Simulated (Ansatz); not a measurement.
# Phonons of TiAl (P-6m2) against volume, part 2 of 2

Does TiAl (P-6m2) expand much on heating, by its phonons?

Ansatz 0.2.0; DFT PBEsol, scalar-relativistic, plane waves, PAW.

So far, highest frequency on path, mesh or solved points (cm⁻¹): step 2 (phonons on a q mesh) 342.

**4. Phonons at the other volume, volume ratio 0.97**

The phonons are repeated at this volume on the same meshes, so that differences come from the volume alone.

input.yaml reads:

```yaml
crystal:
  lattice:
    - [2.8134298053, 0.0, 0.0]
    - [-1.4067149027, 2.4365016832, 0.0]
    - [0.0, 0.0, 4.5877731852]
  atoms:
    - { symbol: Ti, position: [0.0, 0.0, 0.0] }
    - { symbol: Al, position: [0.3333333333, 0.6666666667, 0.5] }
kpoints:
  mp_grid: { grid: [18, 18, 8] }
hamiltonian:
  xc: pbesol
scf:
  occupations: { method: methfessel_paxton, width: 0.15 }
output:
  eigenvalues: true
phonons:
  method: dfpt
  qmesh: [6, 6, 4]
  temperatures: { t_max: 1000, t_step: 50 }
  qpath:
    path:
      - [[0.0, 0.0, 0.0], [0.5, 0.0, 0.0], [0.33333333, 0.33333333, 0.0], [0.0, 0.0, 0.0], [0.0, 0.0, 0.5], [0.5, 0.0, 0.5], [0.33333333, 0.33333333, 0.5], [0.0, 0.0, 0.5]]
      - [[0.5, 0.0, 0.5], [0.5, 0.0, 0.0]]
      - [[0.33333333, 0.33333333, 0.5], [0.33333333, 0.33333333, 0.0]]
    npoints: 10
```

Started as:

```sh
> ansatz run input.yaml --threads 4 --pin off --max-ram 7168MiB --backend cpu --events-out ev --progress --plain --runs-dir out
```

Output:

```text
[...]
Crystal: 2 atoms, lattice volume = 31.449 Å³
Basis set: ecut = 420 eV, 615 PW (Γ), exchange–correlation on 40×40×64 points (8 copies of the dense FFT grid, shifted against one another)
Bands: 12, of which v1, the nominal top of the filled ones, is band 8 counted from 1 (7 counted from 0)
Symmetry: 12 space group operations
k-points: 185 of 2592 (time reversal used)
[...]
SCF iter   1: F=—  HF=-2998.947747 eV  |F-HF|=—  |Δ(HF+E_count)|=         —  Δρ=9.87e-3  dr2=4.41e-2  ethr=1.77e-3  ⟨swp⟩=5.0  Hψ=11199  notcnv=0
[...]
SCF iter   8: F=-2998.938622 eV  HF=-2998.938622 eV  |F-HF|=9.09e-13  |Δ(HF+E_count)|=  2.14e-11  S|Δr|=    0.00e0  Δρ=4.95e-8  dr2=2.79e-13  ethr=1.00e-12  ⟨swp⟩=5.4  Hψ=7966  notcnv=0
SCF 1 converged in 8 iterations: F = -2998.938622 eV  dr2 = 2.79e-13
[...]
NSCF: frozen V_eff on 185 k-points
[...]
SCF converged after 8 iterations
[...]
Free energy (F): -2998.938622 eV
[...]
Internal energy: -2998.937146 eV  (E = F + TS)
E sigma→0 (E₀):  -2998.938253 eV
Entropy (-TS):   -0.001476 eV (-0.738 meV/atom)
Fermi energy:    11.114947 eV
[...]
--- Band table (eV; the first three rows and the last of 185) ---
  k-point 0: bands = [... 4 lower, 1.9214, 8.7545, 9.2670, 12.4704, 12.4704, 14.0850, 14.0850, 15.3200]
  k-point 1: bands = [... 4 lower, 2.0246, 7.9737, 9.8325, 12.4722, 12.4722, 14.0725, 14.0725, 15.6486]
  k-point 2: bands = [... 4 lower, 2.3102, 6.9489, 10.3140, 12.4768, 12.4768, 14.0427, 14.0427, 16.5104]
  k-point 184: bands = [... 4 lower, 8.9682, 9.1416, 10.4129, 10.5058, 11.1264, 12.4327, 14.5809, 16.0148]
[...]
ASR residual: 1.352e-5 → 0.000e0 eV/Å²; symmetrization residual: 3.989e-6 eV/Å²
  ASR residual per site (eV/Å²): 1.34e-5 1.35e-5
  Γ frequencies (cm⁻¹): 0.00 0.00 0.00 187.58 187.58 358.06
--- Phonons (arbitrary-q DFPT): 21 irreducible q on the 6×6×4 mesh ---
[...]
interpolated dispersion: 93 rows × 6 modes
[...]
```

Run time: 10 min. Hardware: 4 threads of Arm Neoverse V2, shared host; peak memory 2.5 GiB.

Numbers from this step:

```yaml
sum_rule_residual_before_enforcement: 1.35e-5 eV/Å²
highest_frequency_on_path_mesh_or_solved_points: 358.1 cm⁻¹
mean_frequency: 221.5 cm⁻¹
debye_temperature_second_moment: 433 K
logarithmic_mean_frequency: 207.5 cm⁻¹
highest_optical_mode_at_the_zone_centre_no_lo_to_term: 358.1 cm⁻¹
lowest_optical_zone_centre_mode: 187.6 cm⁻¹
lowest_mode_on_the_q_mesh_acoustic_modes_at_gamma_apart: 20.91 cm⁻¹
zero_point_energy_per_atom: 41.19 meV
heat_capacity_at_300_k: 22.55 J/(mol atoms K)
vibrational_entropy_at_300_k: 26.32 J/(mol atoms K)
```

Frequencies (cm⁻¹) solved at each irreducible wavevector; negative means imaginary. Frequencies by wavevector, by row:

| q in reciprocal lattice units | star | mode 1 | mode 2 | mode 3 | mode 4 | mode 5 | mode 6 |
| --- | --- | --- | --- | --- | --- | --- | --- |
| 0 0 0 | 1 | 0 | 0 | 0 | 187.6 | 187.6 | 358.1 |
| 0 0 0.25 | 2 | 78.7 | 78.7 | 142 | 176.2 | 176.2 | 332.3 |
| 0 0 -0.5 | 1 | 133.3 | 133.3 | 147.4 | 147.4 | 229.1 | 290.8 |
| 0 0.1667 0 | 6 | 20.9 | 93.9 | 133.8 | 204.9 | 228.4 | 344.9 |
| 0 0.1667 0.25 | 12 | 96.3 | 114.4 | 190.2 | 193.8 | 217.4 | 329.1 |
| 0 0.1667 -0.5 | 6 | 150.8 | 160.2 | 166.3 | 191.1 | 242.8 | 302.8 |
| 0 0.3333 0 | 6 | 91.1 | 172 | 210.9 | 233.1 | 284.9 | 329.1 |
| 0 0.3333 0.25 | 12 | 131.2 | 165 | 218.6 | 220.7 | 282.8 | 327.6 |
| 0 0.3333 -0.5 | 6 | 173.1 | 176.4 | 193.8 | 219.2 | 298.1 | 318.3 |
| 0 -0.5 0 | 3 | 97.7 | 98.4 | 209.5 | 243.6 | 307.8 | 318.3 |
| 0 -0.5 0.25 | 6 | 94.1 | 138.9 | 225.5 | 231.2 | 305.2 | 322.2 |
| 0 -0.5 -0.5 | 3 | 90.3 | 189.2 | 204.2 | 231.4 | 310.4 | 324.6 |
| 0.1667 0.1667 0 | 6 | 124.8 | 157.4 | 181.8 | 239.1 | 269 | 334.3 |
| 0.1667 0.1667 0.25 | 12 | 140 | 149.1 | 223.3 | 226.2 | 264.2 | 331.7 |
| 0.1667 0.1667 -0.5 | 6 | 153.8 | 180.3 | 195.7 | 231.1 | 285.5 | 318.6 |
| 0.1667 0.3333 0 | 12 | 161.9 | 177.5 | 224.7 | 249.2 | 302.1 | 315.6 |
| 0.1667 0.3333 0.25 | 24 | 153.4 | 169.2 | 223.7 | 257.7 | 305.1 | 323.7 |
| 0.1667 0.3333 -0.5 | 12 | 149.4 | 188.5 | 194.7 | 267.1 | 320.8 | 322.9 |
| 0.3333 0.3333 0 | 2 | 122.3 | 169.4 | 264.2 | 277.4 | 293 | 295.2 |
| 0.3333 0.3333 0.25 | 4 | 120.5 | 143.7 | 211.5 | 300.2 | 308.2 | 315.8 |
| 0.3333 0.3333 -0.5 | 2 | 115.5 | 125.7 | 173.3 | 303.2 | 319.7 | 328.6 |

The highest optical mode at the zone centre (no LO-TO term) is 358.1 cm⁻¹, +15.7 cm⁻¹ against the base run.

**5. Relaxing at another volume, volume ratio 1.03**

The volume is scaled by 1.03 and held, while shape and atoms relax as far as symmetry allows. The modes can then be followed against volume.

input.yaml, the sections that differ from step 4:

```yaml
crystal:
  lattice:
    - [2.874518511, 0.0, 0.0]
    - [-1.4372592555, 2.4894060542, 0.0]
    - [0.0, 0.0, 4.6666945706]
  atoms:
    - { symbol: Ti, position: [0.0, 0.0, 0.0] }
    - { symbol: Al, position: [0.3333333333, 0.6666666667, 0.5] }
output:
  forces: true
  stress: true
  eigenvalues: true
relax:
  adjacent_minimum: "off"
  f_tol: 0.001
  max_steps: 60
  cell: { stress_tol: 0.01, fix: [volume] }
# kpoints, hamiltonian, scf: as in step 4
# phonons: removed
```

Output:

```text
[...]
Crystal: 2 atoms, lattice volume = 33.394 Å³
Basis set: ecut = 420 eV, 663 PW (Γ), exchange–correlation on 40×40×64 points (8 copies of the dense FFT grid, shifted against one another)
Bands: 12, of which v1, the nominal top of the filled ones, is band 8 counted from 1 (7 counted from 0)
Symmetry: 12 space group operations
[...]
k-points: 185 of 2592 (time reversal used)
[...]
k-point 184: bands = [... 4 lower, 8.3277, 8.3436, 9.6563, 9.6809, 10.3200, 11.5657, 13.6403, 14.7729]
--- Relaxed structure (3 steps of the walk, 3 accepted, 1 SCFs on fresh bases) ---
[...]
cell:  # Å, volume = 33.3941 Å³
    - [2.878585, 0.0, 0.0]
    - [-1.439293, 2.492928, 0.0]
    - [0.0, 0.0, 4.653518]
  atoms:
    - { symbol: Ti, position: [0.0, -3.700743e-17, 0.0] }
    - { symbol: Al, position: [0.333333, 0.666667, 0.5] }
[key lines of the parts left out:]
SCF converged after 6 iterations
Free energy (F): -2998.939648 eV
Fermi energy:    10.315018 eV
P = ⅓ Tr σ = -3.0809 GPa (-30.809 kbar)
```

It took 6.4 s on 4 threads; peak memory 0.42 GiB; 24 s of CPU time.

Step by step:

| step | energy less that of the first step (eV) | largest force component (eV/Å) | pressure (GPa) | volume (Å³) |
| --- | --- | --- | --- | --- |
| 1 | 0.0000 | 0.0000 | -3.13 | 33.39 |
| 2 | -0.0002 | 0.0000 | -3.08 | 33.39 |
| 3 | -0.0002 | 0.0000 | -3.08 | 33.39 |
| 4* | -0.0002 | 0.0000 | -3.08 | 33.39 |

Relaxation steps marked * repeat the geometry before them on a plane-wave basis chosen anew for their cell, so energy and pressure can jump there.

Forces are held to the 12 operations that the program found; a distortion that breaks them can't arise in this run.

| conventional cell, symmetrised | before | after | change |
| --- | --- | --- | --- |
| a (Å) | 2.875 | 2.879 | +0.1 % |
| b (Å) | 2.875 | 2.879 | +0.1 % |
| c (Å) | 4.667 | 4.654 | -0.3 % |
| volume (Å³/atom) | 16.70 | 16.70 | +0.0 % |

Final coordinates:

```cif
data_structure
_symmetry_space_group_name_H-M 'P 1'
_symmetry_Int_Tables_number 1
_cell_length_a 2.8786
_cell_length_b 2.8786
_cell_length_c 4.6535
_cell_angle_alpha 90.000
_cell_angle_beta 90.000
_cell_angle_gamma 120.000
_cell_volume 33.39
loop_
_atom_site_label
_atom_site_type_symbol
_atom_site_fract_x
_atom_site_fract_y
_atom_site_fract_z
_atom_site_occupancy
Ti1 Ti 0.00000 0.00000 0.00000 1
Al2 Al 0.33333 0.66667 0.50000 1
```

Read from the output:

```
pressure        : -3.081 GPa
volume per atom : 16.70 Å³
```

**6. Phonons at the other volume, volume ratio 1.03**

The phonons are repeated at this volume on the same meshes, so that differences come from the volume alone.

input.yaml reads:

```yaml
crystal:
  lattice:
    - [2.8785853986, 0.0, 0.0]
    - [-1.4392926993, 2.4929280821, 0.0]
    - [0.0, 0.0, 4.6535176016]
  atoms:
    - { symbol: Ti, position: [0.0, 0.0, 0.0] }
    - { symbol: Al, position: [0.3333333333, 0.6666666667, 0.5] }
kpoints:
  mp_grid: { grid: [18, 18, 8] }
hamiltonian:
  xc: pbesol
scf:
  occupations: { method: methfessel_paxton, width: 0.15 }
output:
  eigenvalues: true
phonons:
  method: dfpt
  qmesh: [6, 6, 4]
  temperatures: { t_max: 1000, t_step: 50 }
  qpath:
    path:
      - [[0.0, 0.0, 0.0], [0.5, 0.0, 0.0], [0.33333333, 0.33333333, 0.0], [0.0, 0.0, 0.0], [0.0, 0.0, 0.5], [0.5, 0.0, 0.5], [0.33333333, 0.33333333, 0.5], [0.0, 0.0, 0.5]]
      - [[0.5, 0.0, 0.5], [0.5, 0.0, 0.0]]
      - [[0.33333333, 0.33333333, 0.5], [0.33333333, 0.33333333, 0.0]]
    npoints: 10
```

Output:

```text
[...]
Crystal: 2 atoms, lattice volume = 33.394 Å³
Basis set: ecut = 420 eV, 663 PW (Γ), exchange–correlation on 40×40×64 points (8 copies of the dense FFT grid, shifted against one another)
Bands: 12, of which v1, the nominal top of the filled ones, is band 8 counted from 1 (7 counted from 0)
Symmetry: 12 space group operations
k-points: 185 of 2592 (time reversal used)
[...]
k-point 184: bands = [... 4 lower, 8.3277, 8.3436, 9.6563, 9.6809, 10.3200, 11.5657, 13.6403, 14.7729]
[...]
ASR residual: 7.242e-5 → 0.000e0 eV/Å²; symmetrization residual: 6.247e-6 eV/Å²
  ASR residual per site (eV/Å²): 2.68e-5 7.24e-5
  Γ frequencies (cm⁻¹): 0.00 0.00 0.00 176.56 176.56 327.36
--- Phonons (arbitrary-q DFPT): 21 irreducible q on the 6×6×4 mesh ---
[...]
interpolated dispersion: 93 rows × 6 modes
[...]
[key lines of the parts left out:]
SCF converged after 8 iterations
Free energy (F): -2998.939648 eV
Fermi energy:    10.315018 eV
```

Run time: 11 min. Hardware: 4 threads; peak memory 2.6 GiB; 42 min of CPU time.

This step gave:

| Quantity | Value |
| --- | --- |
| sum-rule residual before enforcement | 7.24e-5 eV/Å² |
| highest frequency on path, mesh or solved points | 327.4 cm⁻¹ |
| mean frequency | 201.5 cm⁻¹ |
| Debye temperature (second moment) | 395 K |
| logarithmic mean frequency | 188.4 cm⁻¹ |
| highest optical mode at the zone centre (no LO-TO term) | 327.4 cm⁻¹ |
| lowest optical zone-centre mode | 176.6 cm⁻¹ |
| lowest mode on the q mesh (acoustic modes at Γ apart) | 28.96 cm⁻¹ |
| zero-point energy per atom | 37.48 meV |
| heat capacity at 300 K | 22.93 J/(mol atoms K) |
| vibrational entropy at 300 K | 28.52 J/(mol atoms K) |

Frequencies (cm⁻¹) solved at each irreducible wavevector; negative means imaginary. Frequencies by wavevector, by row:

| q in reciprocal lattice units | star | mode 1 | mode 2 | mode 3 | mode 4 | mode 5 | mode 6 |
| --- | --- | --- | --- | --- | --- | --- | --- |
| 0 0 0 | 1 | 0 | 0 | 0 | 176.6 | 176.6 | 327.4 |
| 0 0 0.25 | 2 | 75.3 | 75.3 | 129.2 | 166.1 | 166.1 | 303.9 |
| 0 0 -0.5 | 1 | 127.7 | 127.7 | 139.2 | 139.2 | 209.1 | 267.7 |
| 0 0.1667 0 | 6 | 29 | 88.7 | 121.6 | 191 | 210.6 | 315.4 |
| 0 0.1667 0.25 | 12 | 92.8 | 105.4 | 174.9 | 180.8 | 200.3 | 301.3 |
| 0 0.1667 -0.5 | 6 | 144.7 | 150.9 | 154.1 | 175.2 | 222.1 | 279.1 |
| 0 0.3333 0 | 6 | 90.4 | 160.9 | 185.6 | 214.8 | 252.9 | 303.4 |
| 0 0.3333 0.25 | 12 | 125.7 | 150.2 | 198.9 | 203.8 | 252.8 | 300.9 |
| 0 0.3333 -0.5 | 6 | 156.7 | 170.4 | 175.4 | 201.5 | 269.2 | 292.7 |
| 0 -0.5 0 | 3 | 39.7 | 95.9 | 195.5 | 223.6 | 271.2 | 295 |
| 0 -0.5 0.25 | 6 | 48.1 | 132.1 | 208.7 | 212.5 | 274.3 | 294 |
| 0 -0.5 -0.5 | 3 | 48.3 | 182.7 | 183.3 | 213.2 | 286.7 | 291 |
| 0.1667 0.1667 0 | 6 | 116.5 | 147.6 | 165 | 218.2 | 242.5 | 307.5 |
| 0.1667 0.1667 0.25 | 12 | 132.8 | 137.8 | 205.6 | 207.9 | 237.4 | 305 |
| 0.1667 0.1667 -0.5 | 6 | 148.7 | 164.6 | 181.7 | 209.8 | 259.6 | 293.8 |
| 0.1667 0.3333 0 | 12 | 138 | 154.8 | 209.6 | 225.9 | 267.8 | 291.9 |
| 0.1667 0.3333 0.25 | 24 | 134.6 | 148.3 | 205 | 234.4 | 274.1 | 296.7 |
| 0.1667 0.3333 -0.5 | 12 | 130.5 | 169.9 | 178.6 | 242.4 | 291.1 | 295.5 |
| 0.3333 0.3333 0 | 2 | 74.5 | 144.1 | 245.9 | 247.4 | 263.8 | 271.6 |
| 0.3333 0.3333 0.25 | 4 | 82.8 | 126.6 | 190.7 | 268.6 | 284.2 | 287.6 |
| 0.3333 0.3333 -0.5 | 2 | 81.1 | 115.8 | 154.4 | 272.1 | 293.9 | 298.8 |

The highest optical mode at the zone centre (no LO-TO term) is 327.4 cm⁻¹, -15.0 cm⁻¹ against the base run.

**7. Grüneisen parameters**

The Grüneisen parameter of a mode is minus the logarithmic change of its frequency with volume, −d ln ω / d ln V; weighted by heat capacity it gives the expansion.

This step gave:

| Item | Value |
| --- | --- |
| bulk modulus | 110.7 GPa |

The phonon branches at the labelled points (cm⁻¹):

| point | branch 1 | branch 2 | branch 3 | branch 4 | branch 5 | branch 6 |
| --- | --- | --- | --- | --- | --- | --- |
| Γ | 0 | 0 | 0 | 182 | 182 | 342 |
| halfway | 58 | 131 | 183 | 210 | 248 | 322 |
| M | 72 | 97 | 202 | 233 | 289 | 306 |
| halfway | 117 | 156 | 228 | 239 | 290 | 298 |
| K | 99 | 156 | 255 | 262 | 279 | 282 |
| halfway | 121 | 152 | 173 | 228 | 255 | 321 |
| Γ | 0 | 0 | 0 | 182 | 182 | 342 |
| halfway | 77 | 77 | 135 | 171 | 171 | 318 |
| A | 130 | 130 | 143 | 143 | 219 | 279 |
| halfway | 156 | 168 | 173 | 200 | 257 | 302 |
| L | 71 | 186 | 193 | 222 | 298 | 307 |
| halfway | 115 | 177 | 179 | 257 | 306 | 312 |
| H | 99 | 121 | 164 | 287 | 306 | 313 |
| halfway | 151 | 172 | 189 | 220 | 272 | 306 |
| A | 130 | 130 | 143 | 143 | 219 | 279 |
| jump to L | 71 | 186 | 193 | 222 | 298 | 307 |
| halfway | 73 | 136 | 217 | 222 | 290 | 307 |
| M | 72 | 97 | 202 | 233 | 289 | 306 |
| jump to H | 99 | 121 | 164 | 287 | 306 | 313 |
| halfway | 102 | 135 | 201 | 284 | 296 | 301 |
| K | 99 | 156 | 255 | 262 | 279 | 282 |

The same for volume x 0.97:

| point | branch 1 | branch 2 | branch 3 | branch 4 | branch 5 | branch 6 |
| --- | --- | --- | --- | --- | --- | --- |
| Γ | 0 | 0 | 0 | 188 | 188 | 358 |
| M | 98 | 98 | 210 | 244 | 308 | 318 |
| K | 122 | 169 | 264 | 277 | 293 | 295 |
| Γ | 0 | 0 | 0 | 188 | 188 | 358 |
| A | 133 | 133 | 147 | 147 | 229 | 291 |
| L | 90 | 189 | 204 | 231 | 310 | 325 |
| H | 116 | 126 | 173 | 303 | 320 | 329 |
| A | 133 | 133 | 147 | 147 | 229 | 291 |
| L | 90 | 189 | 204 | 231 | 310 | 325 |
| M | 98 | 98 | 210 | 244 | 308 | 318 |
| H | 116 | 126 | 173 | 303 | 320 | 329 |
| K | 122 | 169 | 264 | 277 | 293 | 295 |

The same for volume x 1.03:

| point | branch 1 | branch 2 | branch 3 | branch 4 | branch 5 | branch 6 |
| --- | --- | --- | --- | --- | --- | --- |
| Γ | 0 | 0 | 0 | 177 | 177 | 327 |
| M | 40 | 96 | 196 | 224 | 271 | 295 |
| K | 74 | 144 | 246 | 247 | 264 | 272 |
| Γ | 0 | 0 | 0 | 177 | 177 | 327 |
| A | 128 | 128 | 139 | 139 | 209 | 268 |
| L | 48 | 183 | 183 | 213 | 287 | 291 |
| H | 81 | 116 | 154 | 272 | 294 | 299 |
| A | 128 | 128 | 139 | 139 | 209 | 268 |
| L | 48 | 183 | 183 | 213 | 287 | 291 |
| M | 40 | 96 | 196 | 224 | 271 | 295 |
| H | 81 | 116 | 154 | 272 | 294 | 299 |
| K | 74 | 144 | 246 | 247 | 264 | 272 |

The first set of phonon branches as a text plot (rows in cm⁻¹):

```
    351 |
    336 |***               *****
    321 |   ***          **     *             *
    306 |      ****     *        *    ***************    ******
    291 |       ***** **             *  ***    *   * **  *******
    276 |     **    *****         ***  *      * **     **      **
    261 |    *       **  **           *      *    *
    246 |          ** **                    *      **           *
    231 |   * ******   ****          *     *         *     **
    216 |  * *    *        *      ***   ***           ******   *
    201 | ****  **      *  **         **           **    *  *
    187 |**   **        **  **** *     ******     *  *        *
    172 |     *        ** *     *    ****    ** ***** *  *   *
    157 |   ** *   ***** **      *  *** *      * *** ***        *
    142 |                         ****           *  ***** *    *
    127 |         *       **      **     *    ***       *    **
    112 |  **   *  ** *         *           ***            *
     97 |     *****  *     *     *             *            *****
     82 | ** *   *          *              *
     67 |                   *   *         *              ****
     52 | *                *   *
     37 |*  *                * *
     22 |* *                *
      7 |**                  **
         Γ      M    K        Γ   A       L    H       A|L M|H  K
```

Mode Grueneisen parameter -dln(w)/dln(V), modes matched by rank; at Γ the acoustic branches take the value of a neighbouring point of the path. Mode grüneisen parameters along the path, in :

| point | branch 1 | branch 2 | branch 3 | branch 4 | branch 5 | branch 6 |
| --- | --- | --- | --- | --- | --- | --- |
| Γ | -3.43 | 0.91 | 1.63 | 1.01 | 1.01 | 1.49 |
| halfway | -1.12 | 1.03 | 1.76 | 1.29 | 1.69 | 1.43 |
| M | 15.00 | 0.43 | 1.15 | 1.43 | 2.11 | 1.27 |
| halfway | 6.59 | 1.30 | 1.17 | 1.67 | 2.00 | 1.29 |
| K | 8.26 | 2.70 | 1.20 | 1.91 | 1.75 | 1.39 |
| halfway | 1.15 | 1.07 | 1.62 | 1.52 | 1.73 | 1.39 |
| Γ | -2.50 | 0.89 | 1.62 | 1.01 | 1.01 | 1.49 |
| halfway | 0.74 | 0.74 | 1.57 | 0.98 | 0.98 | 1.49 |
| A | 0.72 | 0.72 | 0.95 | 0.95 | 1.52 | 1.38 |
| halfway | 0.56 | 1.18 | 1.48 | 1.49 | 1.57 | 1.37 |
| L | 10.43 | 0.58 | 1.80 | 1.36 | 1.32 | 1.83 |
| halfway | 4.49 | 1.29 | 1.57 | 1.62 | 1.36 | 1.75 |
| H | 5.89 | 1.37 | 1.93 | 1.80 | 1.40 | 1.58 |
| halfway | 0.56 | 1.52 | 1.24 | 1.61 | 1.58 | 1.35 |
| A | 0.72 | 0.72 | 0.95 | 0.95 | 1.52 | 1.38 |
| jump to L | 10.43 | 0.58 | 1.80 | 1.36 | 1.32 | 1.83 |
| halfway | 11.18 | 0.84 | 1.29 | 1.41 | 1.78 | 1.53 |
| M | 15.00 | 0.43 | 1.15 | 1.43 | 2.11 | 1.27 |
| jump to H | 5.89 | 1.37 | 1.93 | 1.80 | 1.40 | 1.58 |
| halfway | 6.25 | 2.11 | 1.72 | 1.85 | 1.35 | 1.56 |
| K | 8.26 | 2.70 | 1.20 | 1.91 | 1.75 | 1.39 |

The mode Grüneisen parameters as a text plot (rows in , shown from -2.5 to 12.4 only):

```
  12.05 |
  11.43 |                                                 *
  10.81 |
  10.19 |                                 *              *
   9.57 |
   8.96 |
   8.34 |         *  *                                          *
   7.72 |
   7.10 |           *                      *
   6.48 |          *                                           *
   5.86 |             *                        *             **
   5.24 |                                   *
   4.62 |                                     *
   4.00 |       *                            *  *
   3.38 |      *       *
   2.76 |       *    *                   *       *              *
   2.14 |    *************                    *** *        *****
   1.52 |********************************************************
   0.91 |******************************* * **    ************
   0.29 |     **           *          * * *         *       *
  -0.33 |    *
  -0.95 |
  -1.57 |                   *
  -2.19 |                    **
         Γ      M    K        Γ   A       L    H       A|L M|H  K
```

(dS/dlnV)/C_V. Thermodynamic Grueneisen parameter against temperature:

| temperature (K) | thermodynamic Grueneisen parameter |
| --- | --- |
| 50 | 1.77 |
| 100 | 1.66 |
| 150 | 1.63 |
| 200 | 1.62 |
| 250 | 1.62 |
| 300 | 1.62 |
| 350 | 1.61 |
| 400 | 1.61 |
| 450 | 1.61 |
| 500 | 1.61 |
| 550 | 1.61 |
| 600 | 1.61 |
| 650 | 1.61 |
| 700 | 1.61 |
| 750 | 1.61 |
| 800 | 1.61 |
| 850 | 1.61 |
| 900 | 1.61 |
| 950 | 1.61 |
| 1000 | 1.61 |

Gamma C_V/(B V) at the static volume. The volume expansion by temperature:

| temperature (K) | volume expansion (1e-6/K) |
| --- | --- |
| 50 | 6.35 |
| 100 | 19.3 |
| 150 | 26.8 |
| 200 | 30.6 |
| 250 | 32.8 |
| 300 | 34.0 |
| 350 | 34.8 |
| 400 | 35.4 |
| 450 | 35.7 |
| 500 | 36 |
| 550 | 36.2 |
| 600 | 36.3 |
| 650 | 36.5 |
| 700 | 36.6 |
| 750 | 36.6 |
| 800 | 36.7 |
| 850 | 36.8 |
| 900 | 36.8 |
| 950 | 36.9 |
| 1000 | 36.9 |

**8. What came out**

```json
{"bulk modulus": "111 GPa", "thermodynamic Grüneisen parameter at 300 K": "1.617", "volume expansion at 300 K, estimated": "34.03 × 10⁻⁶ K⁻¹"}
```

By this estimate the volume grows by 34.0 × 10⁻⁶ per kelvin at 300 K. The highest optical mode at Γ goes from 358 to 327 cm⁻¹ as the cell grows, a Grüneisen parameter of 1.49. Mode parameters on the path run from -6.4 to 15, with a median of 1.4. Modes with negative values stiffen as the cell grows and pull against the expansion. Branches are matched by rank, so values near crossings are rough. The expansion is the Grüneisen estimate at the static volume, with the static bulk modulus. With no gap, or one that is small against the smearing, the frequencies hang on the k mesh and the smearing, most of all near Kohn anomalies. The phonon runs are without spin polarisation, although the cell has an odd electron count.

[Long decimals in the printed logs are rounded to 6 places.]

[Logs are printed without paths, hosts, clocks, repeated set-up lines and the standing remarks that a program may print on its own settings, such as how far it seeks lower states.]

[Hosts, paths, dates, database ids (printed as entryN), source tags and the programs' standing remarks are cut or masked in the printed files.]

[Where the starting crystal was built by hand or by swapping elements, it need not be the compound's stable phase.]
